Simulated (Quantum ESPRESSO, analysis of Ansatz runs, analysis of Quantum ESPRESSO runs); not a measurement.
**Local vibrational mode of the As-H pair in CdTe (PBE) (Quantum ESPRESSO)**

Aim: the local vibrational mode of the As-H pair in CdTe, to be set beside the measurement. Set-up: PBE, JTH 2.0 PBE, 32-site cell, PBE lattice, k: the single point 1/4 1/4 1/4. The model is a cell of 32 host atoms with As put on another atom's site and H put in between. The frequencies come from force constants among the defect atom and its neighbours, with the masses of the isotopes named. Other potentials or another program check that the number doesn't hang on one set of files.

What was measured. As-H stretch, 1H: 2022 cm⁻¹, by infrared absorption (quoted in “Hydrogen in Compound Semiconductors”, 1993, E.E. Haller, quoting earlier work (1993)).

Main program and level: Quantum ESPRESSO 7.5; Quantum ESPRESSO plane-wave DFT, PBE, JTH 2.0 PBE potentials; relaxation of all atoms of a defect supercell.

### 1. The starting structure

The cell holds 33 atoms: 16 Cd, 15 Te, 1 As and 1 H. Its edges and angles: a = 11.443 Å, b = 11.443 Å, c = 11.443 Å, α = 109.5°, β = 109.5°, γ = 109.5°. It derives from CdTe (space group F-43m). Nearest the centre at fractional (0.443, 0.693, 0.443): H33 at 0.64 Å, As28 at 0.92 Å, Cd7 at 2.64 Å, Cd12 at 3.12 Å, Cd9 at 3.13 Å, Cd16 at 3.15 Å, Te23 at 4.14 Å, Te19 at 4.16 Å.

The host's primitive cell comes from a first run (Quantum ESPRESSO plane-wave DFT, PBE, JTH 2.0 PBE potentials; relaxation of cell and atoms of a defect-free cell): vectors of 4.672, 4.672 and 4.672 Å. That is 36.05 Å³ an atom, 6.0 % over the diffraction cell's volume. The supercell is built on it.

### 2. Relaxation, charge 0

Every later number rests on the structure around the defect, so the atoms are relaxed at the host's lattice first.

Input file pw.in:

```
&CONTROL
  calculation = 'relax'
  prefix = 'pwscf'
  outdir = './tmp'
  pseudo_dir = './pseudo'
  tprnfor = .true.
  disk_io = 'low'
  nstep = 70
  forc_conv_thr = 0.00039
  etot_conv_thr = 0.0001
/
&SYSTEM
  ibrav = 0
  nat = 33
  ntyp = 4
  ecutwfc = 40
  ecutrho = 240
  nbnd = 153
  occupations = 'smearing'
  smearing = 'fd'
  degauss = 0.00073499
  nosym = .true.
/
&ELECTRONS
  conv_thr = 3d-08
  electron_maxstep = 100
  mixing_beta = 0.5
/
&IONS
  ion_dynamics = 'bfgs'
/
ATOMIC_SPECIES
Cd   112.4140 Cd.GGA_PBE-JTH.UPF
Te   127.6000 Te.GGA_PBE-JTH.UPF
As    74.9216 As.GGA_PBE-JTH.UPF
H      1.0080 H.GGA_PBE-JTH.UPF
CELL_PARAMETERS angstrom
  -6.6066172802    6.6066172802   -6.6066172802
   6.6066172802    6.6066172802    6.6066172802
   6.6066172802   -6.6066172802   -6.6066172802
ATOMIC_POSITIONS crystal
Cd    -0.0008289512    0.0004974667    0.0012523853
Cd    -0.0010238079    0.2482413881    0.7500596499
Cd     0.0001073682    0.5018857357    0.5009165978
Cd    -0.0008658970    0.7479503945    0.2485467621
Cd     0.2496603161    0.0015237192    0.7497401603
Cd     0.2520563764    0.2506034049    0.5006122418
Cd     0.2118031577    0.4617389238    0.2128151225
Cd     0.2513612814    0.7509517662   -0.0005533899
Cd     0.5012351650   -0.0007537019    0.4995553350
Cd     0.5005293711    0.2484862364    0.2499095895
Cd     0.5004520765    0.5002048660    0.0019272362
Cd     0.5002154088    0.7500705686    0.7483567564
Cd     0.7495232433    0.0007826523    0.2515078750
Cd     0.7495412664    0.2503638947   -0.0016445729
Cd     0.7481112793    0.4982088260    0.7489713333
Cd     0.7509609218    0.7488302853    0.5000671061
Te    -0.0006293965    0.0003162742    0.7514566513
Te    -0.0015690357    0.2485061683    0.4999620557
Te    -0.0006472030    0.4983867572    0.2503854466
Te     0.0020113189    0.7513862822    0.0006539199
Te     0.2488339987   -0.0021373871    0.4988714631
Te     0.2483282570    0.2487012933    0.2480092407
Te     0.2515672170    0.5020041877    0.0014955235
Te     0.2489816241    0.7497320340    0.7480508024
Te     0.4997858981    0.0016913385    0.2508789034
Te     0.5008594303    0.2500023405    0.0018364551
Te     0.5002957450    0.5004810279    0.7485566278
As     0.5239684314    0.7730312199    0.5231065755
Te     0.7480685697   -0.0014839118   -0.0017121577
Te     0.7480928875    0.2498515801    0.7495468733
Te     0.7497494573    0.4981943302    0.4986054093
Te     0.7511805227    0.7508768350    0.2492530631
H      0.3874981918    0.6360756407    0.3875549199
K_POINTS crystal
1
0.25 0.25 0.25 1.0
```

Command:

```console
OMP_NUM_THREADS=1 mpirun -n 4 pw.x -in pw.in > pw.out
```

Log:

```text
This program is part of the open-source Quantum ESPRESSO suite
     for quantum simulation of materials; please cite
         "P. Giannozzi et al., J. Phys.:Condens. Matter 21 395502 (2009);
         "P. Giannozzi et al., J. Phys.:Condens. Matter 29 465901 (2017);
         "P. Giannozzi et al., J. Chem. Phys. 152 154105 (2020);
          URL
     in publications or presentations arising from this work. More details at

     file Cd.GGA_PBE-JTH.UPF: wavefunction(s)  0S 5P 0P 4D 0D renormalized
     file Te.GGA_PBE-JTH.UPF: wavefunction(s)  0S 0P renormalized
     file As.GGA_PBE-JTH.UPF: wavefunction(s)  4S 0S 0P 3D 0D renormalized
     file H.GGA_PBE-JTH.UPF: wavefunction(s)  1S 0S 0P renormalized

     Subspace diagonalization in iterative solution of the eigenvalue problem:
     one sub-group per band group will be used
     scalapack distributed-memory algorithm (size of sub-group:  2*  2 procs)

     --------------------
     sticks:   dense  smooth     PW     G-vecs:    dense   smooth      PW
     Min        2105    1405    375               122198    66584    9188
     Max        2106    1406    376               122201    66586    9189
     Sum        8423    5621   1501               488801   266339   36753

     Using Slab Decomposition

     bravais-lattice index     =            0
     lattice parameter (alat)  =      21.6241  a.u.
     unit-cell volume          =    7783.8425 (a.u.)^3
     number of atoms/cell      =           33
     number of atomic types    =            4
     number of electrons       =       298.00
     number of Kohn-Sham states=          153
     kinetic-energy cutoff     =      40.0000  Ry
     charge density cutoff     =     240.0000  Ry
     scf convergence threshold =      3.0E-08
     mixing beta               =       0.5000
     number of iterations used =            8  plain     mixing
     energy convergence thresh.=      1.0E-04
     force convergence thresh. =      3.9E-04
     Exchange-correlation= SLA PW PBX PBC
                           (   1   4   3   4   0   0   0)
     nstep                     =           70

     celldm(1)=  21.624130  celldm(2)=   0.000000  celldm(3)=   0.000000
     celldm(4)=   0.000000  celldm(5)=   0.000000  celldm(6)=   0.000000

     crystal axes: (cart. coord. in units of alat)
               a(1) = (  -0.577350   0.577350  -0.577350 )
               a(2) = (   0.577350   0.577350   0.577350 )
               a(3) = (   0.577350  -0.577350  -0.577350 )

     reciprocal axes: (cart. coord. in units 2 pi/alat)
               b(1) = (  0.000000  0.866025 -0.866025 )
               b(2) = (  0.866025  0.866025 -0.000000 )
               b(3) = (  0.866025  0.000000 -0.866025 )

     PseudoPot. # 1 for Cd read from file:
     Cd.GGA_PBE-JTH.UPF
     Pseudo is Projector augmented-wave + core cor, Zval = 12.0
     Generated using ATOMPAW code
     Shape of augmentation charge: BESSEL
     Using radial grid of 1087 points,  6 beta functions with:
                l(1) =   0
                l(2) =   0
                l(3) =   1
                l(4) =   1
                l(5) =   2
                l(6) =   2
     Q(r) pseudized with 0 coefficients

     PseudoPot. # 2 for Te read from file:
     Te.GGA_PBE-JTH.UPF
     Pseudo is Projector augmented-wave + core cor, Zval =  6.0
     Generated using ATOMPAW code
     Shape of augmentation charge: SINC**2
     Using radial grid of 1093 points,  4 beta functions with:
                l(1) =   0
                l(2) =   0
                l(3) =   1
                l(4) =   1
     Q(r) pseudized with 0 coefficients

     PseudoPot. # 3 for As read from file:
     As.GGA_PBE-JTH.UPF
     Pseudo is Projector augmented-wave + core cor, Zval = 15.0
     Generated using ATOMPAW code
     Shape of augmentation charge: BESSEL
     Using radial grid of 1057 points,  6 beta functions with:
                l(1) =   0
                l(2) =   0
                l(3) =   1
                l(4) =   1
                l(5) =   2
                l(6) =   2
     Q(r) pseudized with 0 coefficients

     PseudoPot. # 4 for H  read from file:
     H.GGA_PBE-JTH.UPF
     Pseudo is Projector augmented-wave + core cor, Zval =  1.0
     Generated using ATOMPAW code
     Shape of augmentation charge: SINC**2
     Using radial grid of  777 points,  3 beta functions with:
                l(1) =   0
                l(2) =   0
                l(3) =   1
     Q(r) pseudized with 0 coefficients

     atomic species   valence    mass     pseudopotential
     Cd               12.00   112.41400     Cd( 1.00)
     Te                6.00   127.60000     Te( 1.00)
     As               15.00    74.92160     As( 1.00)
     H                 1.00     1.00800     H ( 1.00)

     No symmetry found

   Cartesian axes

     site n.     atom                  positions (alat units)
         1        Cd     tau(   1) = (   0.0014889  -0.0009144   0.0000427  )
         2        Cd     tau(   2) = (   0.5769605  -0.2903160  -0.2891338  )
         3        Cd     tau(   3) = (   0.5789062   0.0006215   0.0004975  )
         4        Cd     tau(   4) = (   0.5758278   0.2878309   0.2888307  )
         5        Cd     tau(   5) = (   0.2896010  -0.2878415  -0.5761244  )
         6        Cd     tau(   6) = (   0.2881897   0.0011821  -0.2898675  )
         7        Cd     tau(   7) = (   0.2671694   0.2660008   0.0214316  )
         8        Cd     tau(   8) = (   0.2881192   0.5790052   0.2887582  )
         9        Cd     tau(   9) = (  -0.0014050   0.0005347  -0.5782418  )
        10        Cd     tau(  10) = (  -0.0012318   0.2881590  -0.2898025  )
        11        Cd     tau(  11) = (   0.0009700   0.5766169  -0.0012554  )
        12        Cd     tau(  12) = (   0.5763179   0.2897890  -0.2878100  )
        13        Cd     tau(  13) = (  -0.2870774   0.2879812  -0.5774937  )
        14        Cd     tau(  14) = (  -0.2891497   0.5782450  -0.2872507  )
        15        Cd     tau(  15) = (   0.2881376   0.2871444  -0.5767000  )
        16        Cd     tau(  16) = (   0.2874838   0.5771910  -0.2899440  )
        17        Te     tau(  17) = (   0.4343997  -0.4340345  -0.4333077  )
        18        Te     tau(  18) = (   0.4330342  -0.1460840  -0.1442722  )
        19        Te     tau(  19) = (   0.4326775   0.1428100   0.1435573  )
        20        Te     tau(  20) = (   0.4330294   0.4345968   0.4322743  )
        21        Te     tau(  21) = (   0.1431252  -0.1455932  -0.4329220  )
        22        Te     tau(  22) = (   0.1434036   0.1437719  -0.1429728  )
[...]
atom   15 type  1   force =    -0.00005638   -0.00002102    0.00011543
     atom   16 type  1   force =     0.00002276   -0.00000441    0.00005612
[...]
Total force =     0.001555     Total SCF correction =     0.000041
     Energy error            =      3.7E-06 Ry
     Gradient error          =      6.3E-04 Ry/Bohr

     number of scf cycles    =  25
     number of bfgs steps    =  24

     energy             old  =  -11908.1043791990 Ry
     energy             new  =  -11908.1043828987 Ry

     CASE: energy            _new < energy            _old

     new trust radius        =       0.0037589794 bohr
     new conv_thr            =       0.0000000003 Ry

ATOMIC_POSITIONS (crystal)
Cd              -0.0021613440       -0.0024507911       -0.0018959121
Cd              -0.0021106635        0.2479511368        0.7478879455
Cd               0.0006835953        0.5000624324        0.5049188661
Cd               0.0008058616        0.7546185695        0.2500764627
Cd               0.2475021291       -0.0027873703        0.7471144951
Cd               0.2503499946        0.2505392038        0.5048566665
Cd               0.2033954571        0.4534499781        0.2034421699
Cd               0.2503251404        0.7548798940        0.0004331329
Cd               0.5013304093       -0.0100331149        0.5013272198
Cd               0.5047240120        0.2504817429        0.2501155159
Cd               0.5049028950        0.5004055285        0.0009175885
Cd               0.5015605164        0.7513760464        0.7404244268
Cd               0.7472219117       -0.0027604311        0.2478870929
Cd               0.7475079335        0.2478170722       -0.0021509044
Cd               0.7469630093        0.4974181542        0.7470026703
Cd               0.7407788010        0.7513258981        0.5014238710
[...]
NEW-OLD atomic charge density approx. for the potential

     negative rho (up, down):  9.679E-02 0.000E+00

     Self-consistent Calculation

     iteration #  1     ecut=    40.00 Ry     beta= 0.50
     Davidson diagonalization with overlap
     ethr =  1.00E-06,  avg # of iterations =  5.0

     Threshold (ethr) on eigenvalues was too large:
     Diagonalizing with lowered threshold

     Davidson diagonalization with overlap
     ethr =  4.77E-09,  avg # of iterations =  6.0

     negative rho (up, down):  9.678E-02 0.000E+00

     total energy              =  -11908.10435845 Ry
     estimated scf accuracy    <       0.00000251 Ry

     iteration #  2     ecut=    40.00 Ry     beta= 0.50
     Davidson diagonalization with overlap
     ethr =  8.44E-10,  avg # of iterations =  5.0

     negative rho (up, down):  9.678E-02 0.000E+00

     total energy              =  -11908.10437375 Ry
     estimated scf accuracy    <       0.00000138 Ry

     iteration #  3     ecut=    40.00 Ry     beta= 0.50
     Davidson diagonalization with overlap
     ethr =  4.63E-10,  avg # of iterations =  3.0

     negative rho (up, down):  9.678E-02 0.000E+00

     total energy              =  -11908.10438391 Ry
     estimated scf accuracy    <       0.00000012 Ry

     iteration #  4     ecut=    40.00 Ry     beta= 0.50
     Davidson diagonalization with overlap
     ethr =  3.92E-11,  avg # of iterations =  6.0

     negative rho (up, down):  9.678E-02 0.000E+00

     total energy              =  -11908.10438632 Ry
     estimated scf accuracy    <       0.00000005 Ry

     iteration #  5     ecut=    40.00 Ry     beta= 0.50
     Davidson diagonalization with overlap
     ethr =  1.68E-11,  avg # of iterations =  8.0

     negative rho (up, down):  9.678E-02 0.000E+00

     total energy              =  -11908.10438739 Ry
     estimated scf accuracy    <       0.00000002 Ry

     iteration #  6     ecut=    40.00 Ry     beta= 0.50
     Davidson diagonalization with overlap
     ethr =  8.20E-12,  avg # of iterations =  8.0

     negative rho (up, down):  9.678E-02 0.000E+00

     total energy              =  -11908.10438758 Ry
     estimated scf accuracy    <       0.00000001 Ry

     iteration #  7     ecut=    40.00 Ry     beta= 0.50
     Davidson diagonalization with overlap
     ethr =  3.73E-12,  avg # of iterations = 14.0

     negative rho (up, down):  9.678E-02 0.000E+00

     total energy              =  -11908.10438760 Ry
     estimated scf accuracy    <          9.1E-10 Ry

     iteration #  8     ecut=    40.00 Ry     beta= 0.50
     Davidson diagonalization with overlap
     ethr =  3.05E-13,  avg # of iterations = 10.0

     negative rho (up, down):  9.678E-02 0.000E+00

     End of self-consistent calculation

          k = 0.4330 0.4330-0.4330 ( 33240 PWs)   bands (ev):

[...]
-3.0314  -2.8949  -2.8947  -2.8371  -2.8250  -2.8248  -2.7985  -2.7912
    -2.7909  -2.7777  -2.7775  -2.7769  -2.7415   0.3072   0.7890   0.8645
     0.8651   0.8668   0.8807   0.8810   0.8933   0.8937   0.9200   1.0044
     1.0056   1.7800   2.0946   2.1581   2.1584   2.3119   2.7431   2.7432
     2.7981   2.8346   2.8392   2.8394   2.8415   2.8531   2.8537   2.9755
     2.9756   3.2180   3.4245   3.4248   3.4683   3.4773   3.4775   3.4793
     3.5025   3.5031   3.5095   3.6621   3.6625   4.1574   4.3004   4.3006
     4.3384   4.3389   4.3392   4.4668   4.4671   6.4445   6.5712   6.6309
     6.6312

     the Fermi energy is     5.5853 ev

!    total energy              =  -11908.10438761 Ry
     total all-electron energy =    -11908.104388 Ry
     estimated scf accuracy    <          1.6E-10 Ry
     smearing contrib. (-TS)   =       0.00000000 Ry
     internal energy E=F+TS    =  -11908.10438761 Ry

     The total energy is F=E-TS. E is the sum of the following terms:
     one-electron contribution =    -999.24217304 Ry
     hartree contribution      =     623.99615074 Ry
     xc contribution           =    -343.96133466 Ry
     ewald contribution        =   -1264.86728184 Ry
     one-center paw contrib.   =   -9924.02974881 Ry

     convergence has been achieved in   8 iterations

     negative rho (up, down):  9.678E-02 0.000E+00

     Forces acting on atoms (cartesian axes, Ry/au):

[...]
atom   26 type  2   force =     0.00002766   -0.00005796    0.00011076
     atom   27 type  2   force =    -0.00006171   -0.00007512   -0.00004233
     atom   28 type  3   force =     0.00003473   -0.00014327    0.00005703
     atom   29 type  2   force =    -0.00002624    0.00022677    0.00004600
     atom   30 type  2   force =    -0.00015881   -0.00002907   -0.00019042
     atom   31 type  2   force =     0.00001842   -0.00013186   -0.00001352
     atom   32 type  2   force =     0.00007366   -0.00006096    0.00007832
     atom   33 type  4   force =     0.00008373   -0.00004296    0.00003573

     Total force =     0.001096     Total SCF correction =     0.000028
     Energy error            =      4.7E-06 Ry
     Gradient error          =      3.6E-04 Ry/Bohr

     bfgs converged in  26 scf cycles and  25 bfgs steps
     (criteria: energy <  1.0E-04 Ry, force <  3.9E-04 Ry/Bohr)

     End of BFGS Geometry Optimization

     Final energy             =  -11908.1043876053 Ry

     File ./tmp/pwscf.bfgs deleted, as requested
Begin final coordinates

ATOMIC_POSITIONS (crystal)
[...]
Te               0.4981181872        0.2477541324       -0.0022542871
Te               0.4999033542        0.5025132273        0.7502851743
As               0.5323482718        0.7818065193        0.5320000006
Te               0.7496608699       -0.0003171061        0.0004188303
Te               0.7495377120        0.2501236702        0.7496679699
Te               0.7501971149        0.5023503982        0.4998286077
Te               0.7504817649        0.7499794708        0.2525934486
H                0.3973871060        0.6464201553        0.3967383922
End final coordinates

=------------------------------------------------------------------------------=
   JOB DONE.
=------------------------------------------------------------------------------=
```

Run time: 57 min. Hardware: 4 MPI ranks of Arm Neoverse V1, shared host; peak memory 2.4 GiB.

Relaxation path (22 of 26):

```csv
step,energy less that of the first step (eV)
0,0.0000
1,-0.0455
2,-0.0886
4,-0.1908
5,-0.2116
6,-0.2149
7,-0.2196
8,-0.2252
10,-0.2313
11,-0.2317
12,-0.2322
13,-0.2329
14,-0.2331
15,-0.2333
17,-0.2339
18,-0.2343
19,-0.2346
20,-0.2348
21,-0.2349
23,-0.2350
24,-0.2351
25,-0.2352
```

The atoms that moved most (Å):

```csv
atom,dx,dy,dz,length
Cd16,0.093,-0.060,0.075,0.133
Cd9,-0.050,-0.072,-0.074,0.115
H33,0.064,0.073,-0.058,0.113
Cd12,-0.053,0.070,0.052,0.102
Cd7,-0.061,-0.048,0.063,0.100
As28,0.061,0.055,-0.056,0.099
Te22,-0.025,-0.030,-0.065,0.076
Te23,-0.046,0.035,0.042,0.072
```

The relaxed structure:

```
CELL_PARAMETERS angstrom
-6.60662 6.60662 -6.60662
6.60662 6.60662 6.60662
6.60662 -6.60662 -6.60662
ATOMIC_POSITIONS crystal
Cd 0.99784 0.99755 0.99810
Cd 0.99789 0.24795 0.74789
Cd 0.00068 0.50006 0.50492
Cd 0.00081 0.75462 0.25008
Cd 0.24750 0.99721 0.74711
Cd 0.25035 0.25054 0.50486
Cd 0.20340 0.45345 0.20344
Cd 0.25033 0.75488 0.00043
Cd 0.50133 0.98997 0.50133
Cd 0.50472 0.25048 0.25012
Cd 0.50490 0.50041 0.00092
Cd 0.50156 0.75138 0.74042
Cd 0.74722 0.99724 0.24789
Cd 0.74751 0.24782 0.99785
Cd 0.74696 0.49742 0.74700
Cd 0.74078 0.75133 0.50142
Te 0.00032 0.99979 0.75000
Te 0.99790 0.24770 0.49844
Te 0.99459 0.50085 0.25104
Te 0.99777 0.74803 0.99759
Te 0.25260 0.00005 0.49987
Te 0.25104 0.24460 0.25108
Te 0.25108 0.50117 0.99483
Te 0.25263 0.74994 0.75005
Te 0.49986 0.00015 0.25259
Te 0.49812 0.24775 0.99775
Te 0.49990 0.50251 0.75029
As 0.53235 0.78181 0.53200
Te 0.74966 0.99968 0.00042
Te 0.74954 0.25012 0.74967
Te 0.75020 0.50235 0.49983
Te 0.75048 0.74998 0.25259
H 0.39739 0.64642 0.39674
```

Neighbours of the ideal centre at the end:

```csv
atom,distance (Å)
H33,0.528
As28,1.019
Cd7,2.741
Cd9,3.020
Cd12,3.024
Cd16,3.028
Te23,4.209
Te19,4.211
Te22,4.211
```

Neighbours of the added atoms: H33: As28 1.55, Cd7 2.21, Cd16 3.33 Å.

[end of part 1 of 2]

[Logs are printed without paths, hosts, clocks, repeated set-up lines and the standing remarks that a program may print on its own settings, such as how far it seeks lower states.]

[Hosts, paths, dates, database ids (printed as entryN), source tags and the programs' standing remarks are cut or masked in the printed files.]

[For some hosts the program warned that the k-mesh of the response run may be too coarse for force constants and the static dielectric constant; such warnings are not shown here.]
